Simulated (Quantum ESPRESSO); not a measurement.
# 1T-PtS2, 1 layer: a series in biaxial strain, part 2 of 6

What law, if any, do the results for 1T-PtS2, 1 layer follow against biaxial strain?

Quantum ESPRESSO 7.5; plane-wave DFT, PBE, GBRV ultrasoft pseudopotentials.

So far. Step 2 (Variable-cell relaxation of the reference):  The last row is no step: it is a fresh SCF in the final cell with a new plane-wave basis, -0 meV from the row before.

### 3. Relaxing the ions, -4 %

m0.relax.in

```
&control
  prefix = 'm0.relax'
  outdir = './out'
  pseudo_dir = './pseudo'
  nstep = 40
  forc_conv_thr = 0.0003
  calculation = 'relax'
  tstress = .true.
/
&system
  ibrav = 0
  nat = 3
  ntyp = 2
  ecutwfc = 50
  ecutrho = 250
  occupations = 'smearing'
  smearing = 'fd'
  degauss = 0.002
/
&electrons
  conv_thr = 1e-09
  mixing_beta = 0.4
  electron_maxstep = 120
  mixing_mode = 'plain'
/
&ions
/
ATOMIC_SPECIES
  S   32.0600  s_pbe_v1.4.uspp.F.UPF
  Pt  195.0840  pt_pbe_v1.4.uspp.F.UPF
CELL_PARAMETERS angstrom
  3.42968649312000 0.00000000000000 0.00000000000000
  -1.71484324608000 2.97019562976000 0.00000000000000
  0.00000000000000 0.00000000000000 17.01408639300000
ATOMIC_POSITIONS crystal
  S   0.666666666700 0.333333333300 0.427769311600
  Pt  0.000000000000 0.000000000000 0.500000000000
  S   0.333333333300 0.666666666700 0.572230688400
K_POINTS automatic
  12 12 1 0 0 0
```

The run is started by

```bash
OMP_NUM_THREADS=1 mpirun -n 4 pw.x -nk 4 -in m0.relax.in > m0.relax.out
```

The program printed:

```text
[banner, memory and clock lines left out]
Program PWSCF v.7.5 starts
[citation notice left out]

[...]
Message from routine setup:
[...]
bravais-lattice index     =            0
     lattice parameter (alat)  =       6.4812  a.u.
     unit-cell volume          =    1169.6198 (a.u.)^3
     number of atoms/cell      =            3
     number of atomic types    =            2
     number of electrons       =        28.00
     number of Kohn-Sham states=           18
     kinetic-energy cutoff     =      50.0000  Ry
     charge density cutoff     =     250.0000  Ry
     scf convergence threshold =      1.0E-09
     mixing beta               =       0.4000
     number of iterations used =            8  plain     mixing
     energy convergence thresh.=      1.0E-04
     force convergence thresh. =      3.0E-04
     Exchange-correlation=  SLA  PW   PBX  PBC
                           (   1   4   3   4   0   0   0)
     nstep                     =           40

[...]
PseudoPot. # 1 for S  read from file:
     ./pseudo/s_pbe_v1.4.uspp.F.UPF
     Pseudo is Ultrasoft + core correction, Zval =  6.0
     Generated by new atomic code, or converted to UPF format
     Using radial grid of  907 points,  6 beta functions with:
                l(1) =   0
                l(2) =   0
                l(3) =   1
                l(4) =   1
                l(5) =   2
                l(6) =   2
     Q(r) pseudized with  8 coefficients,  rinner =    1.300   1.300   1.300
                                                       1.300   1.300

     PseudoPot. # 2 for Pt read from file:
     ./pseudo/pt_pbe_v1.4.uspp.F.UPF
     Pseudo is Ultrasoft + core correction, Zval = 16.0
     Generated by new atomic code, or converted to UPF format
     Using radial grid of  985 points,  6 beta functions with:
                l(1) =   0
                l(2) =   0
                l(3) =   1
                l(4) =   1
                l(5) =   2
                l(6) =   2
     Q(r) pseudized with  8 coefficients,  rinner =    1.300   1.300   1.300
                                                       1.300   1.300

     atomic species   valence    mass     pseudopotential
     S                 6.00    32.06000     S ( 1.00)
     Pt               16.00   195.08400     Pt( 1.00)

     12 Sym. Ops., with inversion, found

[...]
number of k points=    19  Fermi-Dirac smearing, width (Ry)=  0.0020
[...]
Dense  grid:    78101 G-vectors     FFT dimensions: (  36,  36, 162)

     Smooth grid:    55987 G-vectors     FFT dimensions: (  30,  30, 150)

     Initial potential from superposition of free atoms

     starting charge      27.4999, renormalised to      28.0000

     negative rho (up, down):  1.871E-01 0.000E+00
     Starting wfcs are   20 randomized atomic wfcs

     per-process dynamical memory:    63.1 Mb

     Self-consistent Calculation

     iteration #  1     ecut=    50.00 Ry     beta= 0.40
     Davidson diagonalization with overlap
     ethr =  1.00E-02,  avg # of iterations =  5.3

     negative rho (up, down):  1.761E-01 0.000E+00

     total energy              =    -258.24942197 Ry
     estimated scf accuracy    <       2.00525093 Ry

     iteration #  2     ecut=    50.00 Ry     beta= 0.40
[...]
negative rho (up, down):  1.779E-01 0.000E+00

[...]
total energy              =    -258.82006100 Ry
     estimated scf accuracy    <       0.91383790 Ry

     iteration #  3     ecut=    50.00 Ry     beta= 0.40
[...]
negative rho (up, down):  1.760E-01 0.000E+00

[...]
total energy              =    -258.94685591 Ry
     estimated scf accuracy    <       0.01891209 Ry

     iteration #  4     ecut=    50.00 Ry     beta= 0.40
[...]
negative rho (up, down):  1.752E-01 0.000E+00

[...]
total energy              =    -258.95150487 Ry
     estimated scf accuracy    <       0.01426088 Ry

     iteration #  5     ecut=    50.00 Ry     beta= 0.40
[...]
negative rho (up, down):  1.750E-01 0.000E+00

[...]
total energy              =    -258.95478213 Ry
     estimated scf accuracy    <       0.00893161 Ry

     iteration #  6     ecut=    50.00 Ry     beta= 0.40
[...]
negative rho (up, down):  1.750E-01 0.000E+00

[...]
total energy              =    -258.95654619 Ry
     estimated scf accuracy    <       0.00013129 Ry

[...]
iteration #  9     ecut=    50.00 Ry     beta= 0.40
[...]
negative rho (up, down):  1.751E-01 0.000E+00

[...]
total energy              =    -258.95662033 Ry
     estimated scf accuracy    <       0.00000015 Ry

     iteration # 10     ecut=    50.00 Ry     beta= 0.40
[...]
negative rho (up, down):  1.751E-01 0.000E+00

[...]
total energy              =    -258.95662037 Ry
     estimated scf accuracy    <       0.00000005 Ry

     iteration # 11     ecut=    50.00 Ry     beta= 0.40
[...]
negative rho (up, down):  1.751E-01 0.000E+00

[...]
total energy              =    -258.95662038 Ry
     estimated scf accuracy    <          1.4E-09 Ry

     iteration # 12     ecut=    50.00 Ry     beta= 0.40
[...]
negative rho (up, down):  1.751E-01 0.000E+00

[...]
End of self-consistent calculation

          k = 0.0000 0.0000 0.0000 (  7027 PWs)   bands (ev):

   -54.2207 -54.2207 -54.1695 -15.8439 -13.3011  -7.2457  -7.2457  -6.9961
    -4.4106  -4.4106  -2.0522  -2.0513  -1.3531  -1.3531   2.4278   2.4278
     4.2271   4.4777

          k = 0.0000 0.0962 0.0000 (  7013 PWs)   bands (ev):

   -54.2231 -54.2213 -54.1692 -15.7420 -13.3253  -7.2454  -7.1842  -6.9044
    -4.5540  -4.4864  -2.4225  -1.8971  -1.3007  -1.2182   1.9279   2.2849
     4.3858   4.6706

[...]
the Fermi energy is    -0.1627 ev

!    total energy              =    -258.95662038 Ry
     estimated scf accuracy    <          6.0E-10 Ry
     smearing contrib. (-TS)   =      -0.00000000 Ry
     internal energy E=F+TS    =    -258.95662038 Ry

     The total energy is F=E-TS. E is the sum of the following terms:
     one-electron contribution =    -993.94838502 Ry
     hartree contribution      =     500.51378052 Ry
     xc contribution           =     -73.90838732 Ry
     ewald contribution        =     308.38637144 Ry

     convergence has been achieved in  12 iterations

     negative rho (up, down):  1.751E-01 0.000E+00

     Forces acting on atoms (cartesian axes, Ry/au):

     atom    1 type  1   force =     0.00000000    0.00000000   -0.04723840
     atom    2 type  2   force =     0.00000000    0.00000000    0.00000000
     atom    3 type  1   force =     0.00000000    0.00000000    0.04723840

     Total force =     0.066805     Total SCF correction =     0.000070

     Computing stress (Cartesian axis) and pressure

     negative rho (up, down):  1.751E-01 0.000E+00
          total   stress  (Ry/bohr**3)                   (kbar)     P=       44.42
   0.00035977  -0.00000000   0.00000000           52.92       -0.00        0.00
  -0.00000000   0.00035977   0.00000000           -0.00       52.92        0.00
   0.00000000   0.00000000   0.00018631            0.00        0.00       27.41

     BFGS Geometry Optimization
     Energy error            =      4.5E-03 Ry
     Gradient error          =      4.7E-02 Ry/Bohr

     number of scf cycles    =   1
     number of bfgs steps    =   0

     energy             new  =    -258.9566203802 Ry

     new trust radius        =       0.0472383960 bohr
     new conv_thr            =       0.0000000010 Ry

ATOMIC_POSITIONS (crystal)
S                0.6666666667        0.3333333333        0.4263000889
Pt               0.0000000000        0.0000000000        0.5000000000
S                0.3333333333        0.6666666667        0.5736999111

[...]
NEW-OLD atomic charge density approx. for the potential

     negative rho (up, down):  1.751E-01 0.000E+00

     per-process dynamical memory:    68.0 Mb

[...]
!    total energy              =    -258.96037497 Ry
[...]
Total force =     0.045697     Total SCF correction =     0.000061
[...]
number of bfgs steps    =   1
[...]
energy             new  =    -258.9603749661 Ry
[...]
new trust radius        =       0.0519622356 bohr
[...]
!    total energy              =    -258.96290609 Ry
[...]
Total force =     0.023347     Total SCF correction =     0.000036
[...]
number of bfgs steps    =   2
[...]
energy             new  =    -258.9629060867 Ry
[...]
new trust radius        =       0.0542809097 bohr
[...]
!    total energy              =    -258.96384243 Ry
[...]
Total force =     0.001287     Total SCF correction =     0.000036
[...]
number of bfgs steps    =   3
[...]
energy             new  =    -258.9638424330 Ry
[...]
new trust radius        =       0.0031663668 bohr
[...]
Self-consistent Calculation

     iteration #  1     ecut=    50.00 Ry     beta= 0.40
     Davidson diagonalization with overlap
     ethr =  1.00E-06,  avg # of iterations =  2.1

     Threshold (ethr) on eigenvalues was too large:
     Diagonalizing with lowered threshold

     Davidson diagonalization with overlap
     ethr =  1.07E-08,  avg # of iterations =  4.3

     negative rho (up, down):  1.756E-01 0.000E+00

     total energy              =    -258.96384534 Ry
     estimated scf accuracy    <       0.00000051 Ry

[...]
iteration #  8     ecut=    50.00 Ry     beta= 0.40
[...]
negative rho (up, down):  1.756E-01 0.000E+00

[...]
End of self-consistent calculation

          k = 0.0000 0.0000 0.0000 (  7027 PWs)   bands (ev):

   -54.0316 -54.0029 -54.0029 -15.3950 -13.3110  -6.8178  -6.6479  -6.6479
    -4.1240  -4.1240  -2.2483  -2.1448  -1.2107  -1.2107   2.1360   2.1360
     4.1568   4.6108

          k = 0.0000 0.0962 0.0000 (  7013 PWs)   bands (ev):

   -54.0313 -54.0051 -54.0035 -15.2986 -13.3175  -6.7286  -6.6701  -6.5944
    -4.2644  -4.1939  -2.5213  -2.0024  -1.1742  -1.1611   1.6926   2.0179
     4.3292   4.7559

[...]
the Fermi energy is    -0.3449 ev

!    total energy              =    -258.96384542 Ry
     estimated scf accuracy    <          1.1E-12 Ry
     smearing contrib. (-TS)   =      -0.00000000 Ry
     internal energy E=F+TS    =    -258.96384542 Ry

     The total energy is F=E-TS. E is the sum of the following terms:
     one-electron contribution =    -974.85849343 Ry
     hartree contribution      =     491.10889298 Ry
     xc contribution           =     -73.78656950 Ry
     ewald contribution        =     298.57232454 Ry

     convergence has been achieved in   8 iterations

     negative rho (up, down):  1.756E-01 0.000E+00

     Forces acting on atoms (cartesian axes, Ry/au):

     atom    1 type  1   force =     0.00000000    0.00000000   -0.00003355
     atom    2 type  2   force =     0.00000000    0.00000000    0.00000000
     atom    3 type  1   force =    -0.00000000   -0.00000000    0.00003355

     Total force =     0.000047     Total SCF correction =     0.000001

     Computing stress (Cartesian axis) and pressure

     negative rho (up, down):  1.756E-01 0.000E+00
          total   stress  (Ry/bohr**3)                   (kbar)     P=       19.09
   0.00019503  -0.00000000   0.00000000           28.69       -0.00        0.00
  -0.00000000   0.00019503   0.00000000           -0.00       28.69        0.00
   0.00000000   0.00000000  -0.00000072            0.00        0.00       -0.11

     Energy error            =      3.0E-06 Ry
     Gradient error          =      3.4E-05 Ry/Bohr

     bfgs converged in   5 scf cycles and   4 bfgs steps
     (criteria: energy <  1.0E-04 Ry, force <  3.0E-04 Ry/Bohr)

     End of BFGS Geometry Optimization

     Final energy             =    -258.9638454246 Ry

     File ./out/m0.relax.bfgs deleted, as requested
Begin final coordinates

ATOMIC_POSITIONS (crystal)
S                0.6666666667        0.3333333333        0.4228972014
Pt               0.0000000000        0.0000000000        0.5000000000
S                0.3333333333        0.6666666667        0.5771027986
End final coordinates

[...]
```

Wall time 50 s (4 MPI ranks of AMD EPYC 9R14 (Zen 4), shared host); peak memory 0.63 GiB.

The steps of the relaxation:

| step | energy less that of the first step (eV) | largest force (eV/Å) |
| --- | --- | --- |
| 1 | 0.0000 | 1.2145 |
| 2 | -0.0511 | 0.8308 |
| 3 | -0.0855 | 0.4245 |
| 4 | -0.0983 | 0.0234 |
| 5 | -0.0983 | 0.0009 |

The atoms that moved most (Å):

| atom | dx | dy | dz | length |
| --- | --- | --- | --- | --- |
| S1 | 0.000 | 0.000 | -0.083 | 0.083 |
| S3 | 0.000 | 0.000 | 0.083 | 0.083 |

The relaxed structure:

```xyz
3
Lattice="3.4297 0.0000 0.0000 -1.7148 2.9702 0.0000 0.0000 0.0000 17.0141" Properties=species:S:1:pos:R:3
S     1.7148    0.9901    7.1952
Pt    0.0000    0.0000    8.5070
S     0.0000    1.9801    9.8189
```

The relaxation lowers the energy by 33 meV an atom.

This step gave:

* free energy: -3523.3826 eV
* Fermi energy: -0.3449 eV

### 4. SCF with pw.x, -4 %

The self-consistent run of this member.

m0.scf.in

```
&control
  prefix = 'm0.scf'
  outdir = './out'
  pseudo_dir = './pseudo'
  calculation = 'scf'
  tprnfor = .true.
/
&system
  ibrav = 0
  nat = 3
  ntyp = 2
  ecutwfc = 40
  ecutrho = 200
  occupations = 'smearing'
  smearing = 'fd'
  degauss = 0.002
  nbnd = 18
/
&electrons
  conv_thr = 1e-09
  mixing_beta = 0.4
  electron_maxstep = 120
  mixing_mode = 'plain'
/
ATOMIC_SPECIES
  S   32.0600  s_pbe_v1.4.uspp.F.UPF
  Pt  195.0840  pt_pbe_v1.4.uspp.F.UPF
CELL_PARAMETERS angstrom
  3.42968649312000 0.00000000000000 0.00000000000000
  -1.71484324608000 2.97019562976000 0.00000000000000
  0.00000000000000 0.00000000000000 17.01408639300000
ATOMIC_POSITIONS crystal
  S   0.666666666700 0.333333333300 0.422897201400
  Pt  0.000000000000 0.000000000000 0.500000000000
  S   0.333333333300 0.666666666700 0.577102798600
K_POINTS automatic
  12 12 1 0 0 0
```

The run is started by

```bash
OMP_NUM_THREADS=1 mpirun -n 4 pw.x -nk 4 -in m0.scf.in > m0.scf.out
```

The program printed:

```text
[banner, memory and clock lines left out]
Program PWSCF v.7.5 starts
[citation notice left out]

[...]
Message from routine setup:
[...]
bravais-lattice index     =            0
     lattice parameter (alat)  =       6.4812  a.u.
     unit-cell volume          =    1169.6198 (a.u.)^3
     number of atoms/cell      =            3
     number of atomic types    =            2
     number of electrons       =        28.00
     number of Kohn-Sham states=           18
     kinetic-energy cutoff     =      40.0000  Ry
     charge density cutoff     =     200.0000  Ry
     scf convergence threshold =      1.0E-09
     mixing beta               =       0.4000
     number of iterations used =            8  plain     mixing
     Exchange-correlation=  SLA  PW   PBX  PBC
                           (   1   4   3   4   0   0   0)

[...]
PseudoPot. # 1 for S  read from file:
     ./pseudo/s_pbe_v1.4.uspp.F.UPF
     Pseudo is Ultrasoft + core correction, Zval =  6.0
     Generated by new atomic code, or converted to UPF format
     Using radial grid of  907 points,  6 beta functions with:
                l(1) =   0
                l(2) =   0
                l(3) =   1
                l(4) =   1
                l(5) =   2
                l(6) =   2
     Q(r) pseudized with  8 coefficients,  rinner =    1.300   1.300   1.300
                                                       1.300   1.300

     PseudoPot. # 2 for Pt read from file:
     ./pseudo/pt_pbe_v1.4.uspp.F.UPF
     Pseudo is Ultrasoft + core correction, Zval = 16.0
     Generated by new atomic code, or converted to UPF format
     Using radial grid of  985 points,  6 beta functions with:
                l(1) =   0
                l(2) =   0
                l(3) =   1
                l(4) =   1
                l(5) =   2
                l(6) =   2
     Q(r) pseudized with  8 coefficients,  rinner =    1.300   1.300   1.300
                                                       1.300   1.300

     atomic species   valence    mass     pseudopotential
     S                 6.00    32.06000     S ( 1.00)
     Pt               16.00   195.08400     Pt( 1.00)

     12 Sym. Ops., with inversion, found

[...]
number of k points=    19  Fermi-Dirac smearing, width (Ry)=  0.0020
[...]
Dense  grid:    55987 G-vectors     FFT dimensions: (  30,  30, 150)

     Smooth grid:    39819 G-vectors     FFT dimensions: (  27,  27, 135)

     Initial potential from superposition of free atoms

     starting charge      27.4999, renormalised to      28.0000

     negative rho (up, down):  1.817E-01 0.000E+00
     Starting wfcs are   20 randomized atomic wfcs

     per-process dynamical memory:    47.5 Mb

     Self-consistent Calculation

     iteration #  1     ecut=    40.00 Ry     beta= 0.40
     Davidson diagonalization with overlap
     ethr =  1.00E-02,  avg # of iterations =  5.2

     negative rho (up, down):  1.715E-01 0.000E+00

     total energy              =    -258.22675384 Ry
     estimated scf accuracy    <       2.04620162 Ry

     iteration #  2     ecut=    40.00 Ry     beta= 0.40
[...]
negative rho (up, down):  1.736E-01 0.000E+00

[...]
total energy              =    -258.78982191 Ry
     estimated scf accuracy    <       1.18354040 Ry

     iteration #  3     ecut=    40.00 Ry     beta= 0.40
[...]
negative rho (up, down):  1.724E-01 0.000E+00

[...]
total energy              =    -258.95342618 Ry
     estimated scf accuracy    <       0.01847139 Ry

     iteration #  4     ecut=    40.00 Ry     beta= 0.40
[...]
negative rho (up, down):  1.720E-01 0.000E+00

[...]
total energy              =    -258.95836374 Ry
     estimated scf accuracy    <       0.01204350 Ry

     iteration #  5     ecut=    40.00 Ry     beta= 0.40
[...]
negative rho (up, down):  1.721E-01 0.000E+00

[...]
total energy              =    -258.96082156 Ry
     estimated scf accuracy    <       0.00696060 Ry

     iteration #  6     ecut=    40.00 Ry     beta= 0.40
[...]
negative rho (up, down):  1.721E-01 0.000E+00

[...]
total energy              =    -258.96224494 Ry
     estimated scf accuracy    <       0.00023667 Ry

[...]
iteration #  9     ecut=    40.00 Ry     beta= 0.40
[...]
negative rho (up, down):  1.722E-01 0.000E+00

[...]
total energy              =    -258.96232472 Ry
     estimated scf accuracy    <       0.00000005 Ry

     iteration # 10     ecut=    40.00 Ry     beta= 0.40
[...]
negative rho (up, down):  1.722E-01 0.000E+00

[...]
total energy              =    -258.96232472 Ry
     estimated scf accuracy    <       0.00000014 Ry

     iteration # 11     ecut=    40.00 Ry     beta= 0.40
[...]
negative rho (up, down):  1.722E-01 0.000E+00

[...]
total energy              =    -258.96232475 Ry
     estimated scf accuracy    <       0.00000002 Ry

     iteration # 12     ecut=    40.00 Ry     beta= 0.40
[...]
negative rho (up, down):  1.722E-01 0.000E+00

[...]
End of self-consistent calculation

          k = 0.0000 0.0000 0.0000 (  5033 PWs)   bands (ev):

   -54.0333 -54.0047 -54.0047 -15.3945 -13.3107  -6.8178  -6.6483  -6.6483
    -4.1244  -4.1244  -2.2483  -2.1446  -1.2104  -1.2104   2.1359   2.1359
     4.1660   4.6190

          k = 0.0000 0.0962 0.0000 (  5051 PWs)   bands (ev):

   -54.0331 -54.0069 -54.0053 -15.2981 -13.3172  -6.7286  -6.6705  -6.5949
    -4.2649  -4.1943  -2.5212  -2.0022  -1.1740  -1.1608   1.6925   2.0178
     4.3395   4.7652

[...]
the Fermi energy is    -0.3444 ev

!    total energy              =    -258.96232476 Ry
     estimated scf accuracy    <          6.2E-10 Ry
     smearing contrib. (-TS)   =      -0.00000000 Ry
     internal energy E=F+TS    =    -258.96232476 Ry

     The total energy is F=E-TS. E is the sum of the following terms:
     one-electron contribution =    -974.85126414 Ry
     hartree contribution      =     491.10475408 Ry
     xc contribution           =     -73.78813913 Ry
     ewald contribution        =     298.57232443 Ry

     convergence has been achieved in  12 iterations

     negative rho (up, down):  1.722E-01 0.000E+00

     Forces acting on atoms (cartesian axes, Ry/au):

     atom    1 type  1   force =     0.00000000    0.00000000   -0.00016281
     atom    2 type  2   force =     0.00000000    0.00000000    0.00000000
     atom    3 type  1   force =     0.00000000    0.00000000    0.00016281

     Total force =     0.000230     Total SCF correction =     0.000076
     SCF correction compared to forces is large: reduce conv_thr to get better values

[...]
```

Elapsed: 10 s, on 4 MPI ranks; peak memory 0.38 GiB; 40 s of CPU time.

This step gave:

```
free energy                          : -3523.3619 eV
Fermi energy                         : -0.3444 eV
valence top, on the run's zero       : -1.124 eV
conduction bottom, on the run's zero : 0.6251 eV
gap by band count                    : 1.749 eV
```

(Continued in part 3 of 6.)

[Logs are printed without paths, hosts, clocks, repeated set-up lines and the standing remarks that a program may print on its own settings, such as how far it seeks lower states.]

[Hosts, paths, dates, database ids (printed as entryN), source tags and the programs' standing remarks are cut or masked in the printed files.]

[Maps of the electrostatic potential energy from Ansatz leave out the sawtooth potential of an applied field or a dipole correction, so their vacuum need not be flat; planar profiles and work functions include it.]
